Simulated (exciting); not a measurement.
Al2O3, space group P-6m2, O K edge of atom 3, with nearest neighbours 3 Al at 1.80 Å (site symmetry 3m); the tensor is averaged over the atoms equivalent by symmetry. Method: exciting, all-electron LAPW+lo, LDA, exchange and screened direct term (singlet BSE), 6×6×1 shifted k points, 25 conduction bands, |G+q| up to 3 bohr⁻¹, full RPA screening with nempty = 50, Lorentzian half width 0.45 eV.

```xyz
5
Lattice="2.8843 0.0000 0.0000 -1.4422 2.4979 0.0000 0.0000 0.0000 9.3368" Properties=species:S:1:pos:R:3 pbc="T T T"
Al    0.0000    0.0000    7.9363
Al    0.0000    0.0000    1.4004
O     0.0000    1.6653    7.2610
O     1.4422    0.8326    0.0000
O     0.0000    1.6653    2.0757
```

Energy from the Kohn–Sham onset, core level to the lowest empty state found on the meshes used; scaled to the maximum of the polarisation mean:

| E (eV) | curve 1 | curve 2 |
| --- | --- | --- |
| -4.5 | 0.02 | 0.02 |
| -4.0 | 0.02 | 0.02 |
| -3.5 | 0.03 | 0.03 |
| -3.0 | 0.03 | 0.04 |
| -2.5 | 0.04 | 0.06 |
| -2.0 | 0.06 | 0.09 |
| -1.5 | 0.09 | 0.21 |
| -1.0 | 0.15 | 0.28 |
| -0.5 | 0.30 | 0.23 |
| 0.0 | 0.54 | 0.34 |
| 0.5 | 0.79 | 0.58 |
| 1.0 | 0.94 | 0.63 |
| 1.5 | 0.93 | 0.67 |
| 2.0 | 1.06 | 0.78 |
| 2.5 | 0.96 | 0.80 |
| 3.0 | 0.71 | 0.76 |
| 3.5 | 0.65 | 0.60 |
| 4.0 | 0.63 | 0.57 |
| 4.5 | 0.61 | 0.52 |
| 5.0 | 0.64 | 0.69 |
| 5.5 | 0.47 | 0.51 |
| 6.0 | 0.38 | 0.33 |
| 6.5 | 0.29 | 0.26 |
| 7.0 | 0.29 | 0.25 |
| 7.5 | 0.28 | 0.28 |
| 8.0 | 0.24 | 0.28 |
| 8.5 | 0.21 | 0.26 |
| 9.0 | 0.18 | 0.17 |
| 9.5 | 0.14 | 0.13 |
| 10.0 | 0.15 | 0.13 |
| 10.5 | 0.14 | 0.13 |
| 11.0 | 0.12 | 0.13 |
| 11.5 | 0.11 | 0.17 |
| 12.0 | 0.12 | 0.24 |
| 12.5 | 0.15 | 0.18 |
| 13.0 | 0.15 | 0.13 |
| 13.5 | 0.14 | 0.11 |
| 14.0 | 0.14 | 0.12 |
| 14.5 | 0.12 | 0.16 |
| 15.0 | 0.11 | 0.15 |
| 15.5 | 0.13 | 0.16 |
| 16.0 | 0.13 | 0.13 |
| 16.5 | 0.13 | 0.10 |
| 17.0 | 0.13 | 0.09 |
| 17.5 | 0.16 | 0.11 |
| 18.0 | 0.17 | 0.13 |
| 18.5 | 0.17 | 0.14 |
| 19.0 | 0.18 | 0.14 |

The curves are the diagonal elements of Im ε for ε ∥ c and ⊥ c. Which is which?

Curve 1: ε ⊥ c, maxima 2.1 eV (1.09), 4.9 eV (0.64) and 7.2 eV (0.30). Curve 2: ε ∥ c, maxima -1.2 eV (0.30), 2.2 eV (0.82) and 5.1 eV (0.72); 5 lower ones aren't listed. A K edge probes the empty p states along ε, which follow the bonds' lengths and directions.

[Banner, clock and machine lines of the logs are left out without a mark of their own.]

[Logs are printed without paths, hosts, clocks, repeated set-up lines and the standing remarks that a program may print on its own settings, such as how far it seeks lower states.]

[Hosts, paths, dates, database ids (printed as entryN), source tags and the programs' standing remarks are cut or masked in the printed files.]
